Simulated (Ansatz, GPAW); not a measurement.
# Work function of Li/Nb(110) at several levels, part 3 of 3

Aim: the work function of both faces of Li/Nb(110), and its spread over functionals and bases.

GPAW 26.7.0 and Ansatz 0.2.0; Ansatz plane waves; slab in vacuum with a dipole correction, relaxation; PAW set soft_1 (the session's first sound run).

So far, upper work function (eV): step 2 (relaxing the atoms, PBE) 3.30; step 4 (OptPBE vdW: xc = "optPBE-vdW", GPAW, PAW setups, GPAW) 3.39; step 5 (self-consistent run: xc = "vdW-DF2", GPAW, PAW setups, GPAW) 3.40; step 6 (self-consistent run: xc = "RPBE") 3.23; step 7 (real-space grid: mode = "fd", PBE, GPAW) 3.29.

## 10. A second plane-wave code

A second program with its own datasets checks the number independently.

This step: Ansatz plane waves; slab in vacuum with a dipole correction; PAW set soft_1 (Ansatz 0.2.0).

input.yaml reads:

```yaml
crystal:
  lattice:
    - [2.3334523779, -1.65, 0.0]
    - [2.3334523779, 1.65, 0.0]
    - [0.0, 0.0, 23.5845119279]
  atoms:
    - { symbol: Nb, position: [0.0, 0.0, 0.2968049549] }
    - { symbol: Nb, position: [0.5, 0.5, 0.3957449875] }
    - { symbol: Nb, position: [0.0, 0.0, 0.4954958143] }
    - { symbol: Nb, position: [0.5, 0.5, 0.5924456656] }
    - { symbol: Li, position: [0.0, 0.0, 0.694589072] }
kpoints:
  mp_grid: { grid: [12, 12, 1] }
hamiltonian:
  xc: pbe
  pseudopotentials: { kind: paw, azcp: { folder: soft_1 } }
scf:
  occupations: { method: fermi_dirac, width: 0.1 }
efield:
  axis: 3
  dipole_correction: true
  ramp_width: 0.05
output:
  forces: true
  write_potential: true
  write_density: true
  volumetric_format: npy
  elf: true
```

Started as:

```
$ ansatz run input.yaml --threads 4 --pin off --max-ram 8192MiB --backend cpu --events-out ev --progress --plain --runs-dir out
```

Numbers of over 12 decimals in the logs are rounded to 6 here.

The log of the run:

```text
[...]
Crystal: 5 atoms, lattice volume = 181.610 Å³
Basis set: ecut = 420 eV, 3565 PW (Γ), exchange–correlation on 40×40×320 points (8 copies of the dense FFT grid, shifted against one another)
Bands: 33, of which v1, the nominal top of the filled ones, is band 28 counted from 1 (27 counted from 0)
Symmetry: 4 space group operations
[...]
k-points: 43 of 144
[...]
SCF iter   1: F=—  HF=-18416.057505 eV  |F-HF|=—  |Δ(HF+E_count)|=         —  Δρ=5.58e-2  dr2=5.24e1  ethr=3.10e-3  p=0.000 e·Å  D=2.26e-7 V/Å  ΔV_dip=-0.00 eV  dr2_dipole=7.69e0  V_vac-E_F(+/−)=6.88/6.88 eV  ⟨swp⟩=9.4  Hψ=7336  notcnv=0
[...]
SCF iter  12: F=-18412.426658 eV  HF=-18412.426658 eV  |F-HF|=1.24e-9  |Δ(HF+E_count)|=   4.86e-8  Δρ=2.16e-6  dr2=1.34e-8  ethr=1.82e-10  p=0.052 e·Å  D=5.21e-2 V/Å  ΔV_dip=-1.23 eV  dr2_dipole=6.01e-10  V_vac-E_F(+/−)=3.30/4.53 eV  ⟨swp⟩=17.6  Hψ=12576  notcnv=0
[...]
SCF 1 converged in 12 iterations: F = -18412.426658 eV  dr2 = 1.34e-8
[...]
SCF converged after 12 iterations
Free energy (F): -18412.426658 eV
[...]
Internal energy: -18412.218601 eV  (E = F + TS)
E sigma→0 (E₀):  -18412.322630 eV
Entropy (-TS):   -0.208057 eV (-41.611 meV/atom)
Fermi energy:    5.400962 eV
Dipole field:    D = 0.052062 V/Å  (p = 0.052252 e·Å, saw-weighted, corrected)
Work function:   Φ+ = 3.2972 eV   Φ− = 4.5251 eV
[...]
Vacuum region:   at the solve's end the planar-averaged density reaches 1.02e-5 e/Å³ inside the ramp window [0.9283, 0.0631] (bound 1e-5 e/Å³), and -1.02e-6 e/Å³ on another of its planes
[...]
--- Forces (eV/Å), atoms counted from 1 ---
  atom   1  Nb     0.00000000     0.00000000     0.33191238
  atom   2  Nb     0.00000000     0.00000000    -0.33416192
  atom   3  Nb     0.00000000     0.00000000     0.00883558
  atom   4  Nb     0.00000000     0.00000000    -0.00653693
  atom   5  Li     0.00000000     0.00000000    -0.00004473
  max |Σ_I F_I| component: 4.37e-6 eV/Å
--- Band table (eV; the first three rows and the last of 43) ---
  k-point 0: bands = [... 24 lower, 4.8493, 4.9879, 5.2936, 5.4591, 5.5980, 5.9172, 6.0808, 6.9414, ... 1 higher]
  k-point 1: bands = [... 24 lower, 4.8541, 4.9389, 5.2375, 5.4187, 5.6699, 5.7031, 6.1531, 6.5487, ... 1 higher]
  k-point 2: bands = [... 24 lower, 4.6909, 4.9297, 4.9647, 5.1775, 5.3853, 5.7861, 6.1989, 6.4268, ... 1 higher]
  k-point 42: bands = [... 24 lower, 4.5248, 5.2833, 6.2809, 6.9791, 7.3297, 7.5157, 7.8025, 7.9616, ... 1 higher]
```

Elapsed: 6.4 s, on 4 threads of AMD EPYC 9R14 (Zen 4), shared host; peak memory 0.69 GiB.

The column dr2 measures how far the density is from self-consistency, as an energy; F and HF (Harris–Foulkes) agree once it is small.

This step gave:

- upper work function: 3.297 eV
- lower work function: 4.525 eV
- dipole along the normal: 0.05225 e·Å
- dipole field: 0.05206 V/Å
- vacuum level above: 8.698 eV
- vacuum level below: 9.926 eV

The electrostatic potential energy of an electron (with the applied field's), less the Fermi level, planar mean oscillates, so the rows of the table below give means over windows of 2.36 Å about each position, cut where the curve ends. Its maxima inside the range that stand out by 2 % of the span (Å: eV): 0.6: 4.53, 8.1: -1.19, 10.5: -1.05, 12.8: -1.57, 15.5: 1.14. Its minima: 6.9: -20.1, 9.3: -19.9, 11.6: -20.0, 14.0: -20.1, 16.4: -5.16.

Electrostatic potential energy of an electron (with the applied field's), less the Fermi level, planar mean against z; means over each step:

```
z (Å)  electrostatic potential energy of an electron (with the applied field's), less the Fermi level, planar mean (eV)
 1.18                                                                                                              4.47
 3.54                                                                                                              4.46
 5.90                                                                                                             -4.54
 8.26                                                                                                             -10.5
10.62                                                                                                             -10.3
12.98                                                                                                             -11.0
15.34                                                                                                             -4.48
17.70                                                                                                             0.930
20.06                                                                                                              3.26
22.42                                                                                                              3.37
```

Table of valence density, planar mean by z:

```
z (Å)  valence density, planar mean (e/Å³)
  2.5                               6.7e-5
  3.0                               2.1e-4
  3.5                               6.7e-4
  4.0                              0.00208
  4.5                              0.00642
  5.0                               0.0187
  5.5                               0.0522
  6.0                                0.171
  6.5                                0.788
  7.0                                 1.28
  7.5                                0.802
  8.0                                0.287
  8.5                                0.371
  9.0                                 1.07
  9.5                                 1.23
 10.0                                0.541
 10.5                                0.256
 11.0                                0.522
 11.5                                 1.22
 12.0                                 1.09
 12.5                                0.391
 13.0                                0.303
 13.5                                0.852
 14.0                                 1.29
 14.5                                0.740
 15.0                                0.192
 15.5                                0.105
 16.0                                0.190
 16.5                                0.443
 17.0                               0.0482
 17.5                               0.0231
 18.0                               0.0126
 18.5                              0.00601
 19.0                              0.00258
 19.5                              0.00106
 20.0                               4.3e-4
 20.5                               1.7e-4
 21.0                               6.5e-5
```

Force by atom:

```
atom  x (eV/Å)  y (eV/Å)  z (eV/Å)   size
 Nb1     0.000     0.000     0.332  0.332
 Nb2     0.000     0.000    -0.334  0.334
 Nb3     0.000     0.000     0.009  0.009
 Nb4     0.000     0.000    -0.007  0.007
 Li5     0.000     0.000     0.000  0.000
```

Valence density in the ca plane at fractional y = 0.000, with atoms of Nb and Li within 0.2 Å of it. It is the smooth field of the valence electrons, not physical close to the nuclei.

Ten steps, logarithmic in the rise over the least value, from '0' (0.0 e/Å³) to '9' (7.0 e/Å³), each cell a mean:
```
98643333334899863332222148840000000000000000
87533333333678743333322113310000000000000000
54333333333455433333322111110000000000000000
33333333333333333333322211110000000000000000
43333333333344333333322211110000000000000000
76433333333566543333322111110000000000000000
98533333334788853333222126630000000000000000
98643322335899863332222159961000000000000000
```
Columns run along c (16.0 Å, from fractional 0.30 to 0.98 of the cell), rows up along a (2.9 Å). Atoms in or near the plane, at fractional coordinates: Nb at (0.50, 0.00), Li at (0.69, 0.00).

ELF in the ca plane at fractional y = 0.000, with atoms of Nb and Li within 0.2 Å of it. It is the smooth field of the valence electrons, not physical close to the nuclei.

Values in units of 1e-1, 5 rows by 16 columns, each cell a mean:
```
5.9 3.7 3.4 3.2 6.2 4.9 3.8 3.5 2.7 4.7 0.7 1.8 0.6 0.1 0.0 0.0
3.5 3.8 2.8 3.7 3.5 2.9 3.6 3.0 4.5 1.7 3.0 2.6 0.7 0.1 0.0 0.0
3.0 4.1 2.8 4.5 2.6 3.4 3.7 3.0 5.3 5.0 5.0 3.0 0.8 0.1 0.0 0.0
4.6 3.7 2.9 3.3 5.0 3.4 3.6 3.1 3.8 0.7 1.8 2.4 0.7 0.1 0.0 0.0
5.4 3.8 3.7 3.3 5.4 5.2 3.9 3.7 2.5 7.3 0.7 1.7 0.6 0.1 0.0 0.0
```
Columns run along c (16.0 Å, from fractional 0.30 to 0.98 of the cell), rows up along a (2.9 Å). Atoms in or near the plane, at fractional coordinates: Nb at (0.50, 0.00), Li at (0.69, 0.00).

Electrostatic potential energy in the ca plane at fractional y = 0.000, with atoms of Nb and Li within 0.2 Å of it. With pseudopotentials it is smooth inside the atoms' cores, unlike the true potential.

Ten even steps from '0' (-53 eV) to '9' (9 eV), each cell a mean:
```
00489999997200058999999974468999999999999999
13799999998522479999999987789999999999999999
67899999999876789999999999999999999999999999
89999989999988999998999999999999999999999999
88999989999888899998999999999999999999999999
45899999998644689999999998889999999999999999
01589999997300268999999985579999999999999999
00489999996100048999999963258999999999999999
```
Columns run along c (16.0 Å, from fractional 0.30 to 0.98 of the cell; values clipped at the 3rd and 97th percentile), rows up along a (2.9 Å). Atoms in or near the plane, at fractional coordinates: Nb at (0.50, 0.00), Li at (0.69, 0.00).

The upper face's work function is 3.297 eV, against 3.289 eV in the first plane-wave PBE run at this geometry.

## 11. Side by side

Results and costs are gathered.

This step: comparison of work functions, dipole and cost; PAW set soft_1 (GPAW 26.7.0).

Ladder, by row:

```
      step    code  work function, upper (eV)  work function, lower (eV)  dipole (e Å)  wall time (s)  peak memory (GiB)  threads
        pw    GPAW                      3.289                      4.529       0.05272          243.3               0.38        1
optPBE-vdW    GPAW                      3.393                      4.694       0.05526          219.8                0.5        1
   vdW-DF2    GPAW                      3.399                      4.777       0.05858          296.7                0.5        1
      RPBE    GPAW                      3.228                      4.398       0.04974          205.8               0.38        1
        fd    GPAW                      3.288                      4.528       0.05274           1693               2.41        1
    ansatz  Ansatz                      3.297                      4.525       0.05225           6.44              0.688        4
```

## 12. A changed run

One more run, with changed settings.

This step: GPAW, PAW setups; slab in vacuum (GPAW 26.7.0).

run.py reads:

```python
import json
import numpy as np
from ase import Atoms
from gpaw import GPAW, PW

slab = Atoms(
    ['Nb', 'Nb', 'Nb', 'Nb', 'Li'],
    positions=[
        [0.00000, 0.00000, 7.00000],
        [2.33345, 0.00000, 9.33345],
        [0.00000, 0.00000, 11.68603],
        [2.33345, 0.00000, 13.97254],
        [0.00000, 0.00000, 16.38154]],
    cell=[[2.33345, -1.65, 0.0], [2.33345, 1.65, 0.0], [0.0, 0.0, 23.58451]],
    pbc=[True, True, False])

slab.calc = GPAW(mode=PW(400), xc='PBE', kpts={'size': (12, 12, 1), 'gamma': True},
                 occupations={'name': 'fermi-dirac', 'width': 0.1}, nbands='100%',
                 convergence={'density': 1e-05}, maxiter=100,
                 poissonsolver={'dipolelayer': 'xy'},
                 symmetry={'tolerance': 1e-3}, txt='slab.txt')
result = {}
energy = slab.get_potential_energy()
fermi = slab.calc.get_fermi_level()
v = slab.calc.get_electrostatic_potential().mean((0, 1)) - fermi
n = slab.calc.get_pseudo_density().mean((0, 1))
L = slab.cell[2, 2]
z = np.arange(len(v)) * L / len(v)
low, high = slab.positions[:, 2].min(), slab.positions[:, 2].max()
below, above = np.interp([low - 4.8, high + 4.8], z, v)
slopes = [np.interp(x, z, np.gradient(v, z)) for x in (low - 4.8, high + 4.8)]
eps = np.array([[slab.calc.get_eigenvalues(k, s) for k in range(len(slab.calc.get_ibz_k_points()))]
                for s in range(slab.calc.get_number_of_spins())]) - fermi
top, bottom = eps[eps < 0].max(), eps[eps > 0].min()
dipole = slab.get_dipole_moment()[2]
print(f'energy {energy:.4f} eV, Fermi level {fermi:.4f} eV, dipole {dipole:.5f} e A')
print(f'potential 4.8 A off the faces, from the Fermi level: lower {below:.4f} eV, upper {above:.4f} eV')
print(f'slope of the potential there: lower {slopes[0]:.5f}, upper {slopes[1]:.5f} eV/A')
print(f'nearest levels on the mesh: {top:.4f} and {bottom:.4f} eV')
print('magnetic moment', round(slab.get_magnetic_moment(), 3))
result.update(energy=energy, fermi=fermi, dipole=dipole, below=below, above=above, slopes=slopes, edges=[top, bottom],
              z=z.tolist(), v=v.tolist(), n=n.tolist(), positions=slab.positions.tolist(),
              forces=slab.get_forces(apply_constraint=False).tolist(), moments=slab.get_magnetic_moments().tolist())
json.dump(result, open('result.json', 'w'))
```

Started as:

```
$ OMP_NUM_THREADS=1 OPENBLAS_NUM_THREADS=1 python run.py
```

The log of the run:

```text
energy -41.4883 eV, Fermi level 3.0188 eV, dipole 0.05781 e A
potential 4.8 A off the faces, from the Fermi level: lower 4.3014 eV, upper 2.9415 eV
slope of the potential there: lower -0.00255, upper 0.00510 eV/A
nearest levels on the mesh: -0.0129 and 0.0228 eV
magnetic moment 0.0
```

Elapsed: 4.3 min, on 1 thread; peak memory 0.26 GiB.

The run finished. A setting was moved off its sound value on purpose, so it serves as a test and not as the result.

The fault put into the input: too few bands (nbands = "100 % of the filled bands").

The two runs compared:

```
                     quantity  this run  sound run  difference
dipole along the normal (e·Å)  0.057813   0.052719     0.00509
     upper work function (eV)    2.9415     3.2894      -0.348
     lower work function (eV)    4.3014     4.5291      -0.228
```

The two runs differ clearly in the upper work function: 2.94 eV against 3.29 eV.

## 13. Results

```json
{
 "work function, upper and lower face": "3.289 and 4.529 eV",
 "dipole along the normal": "0.0527 e Å"
}
```

**Reading.** With plane waves and PBE the work function is 3.29 eV on the upper face and 4.53 eV on the lower. The two faces differ by 1.2 eV, the step that the slab's dipole makes (e p/(ε0 A) gives 1.2 eV), so the dipole layer is needed. Over the sound runs of the table the upper face's work function spans 3.228 (RPBE) to 3.399 eV (vdW-DF2). The two plane-wave codes differ by 0.0077 eV on the upper face. The cell of 7.70 Å² holds one Li, started on one chosen site; other sites and coverages weren't tried. The in-plane lattice was kept as typed, which isn't the functional's own and leaves some strain; spin-orbit coupling and temperature are left out.

[Logs are printed without paths, hosts, clocks, repeated set-up lines and the standing remarks that a program may print on its own settings, such as how far it seeks lower states.]

[Hosts, paths, dates, database ids (printed as entryN), source tags and the programs' standing remarks are cut or masked in the printed files.]
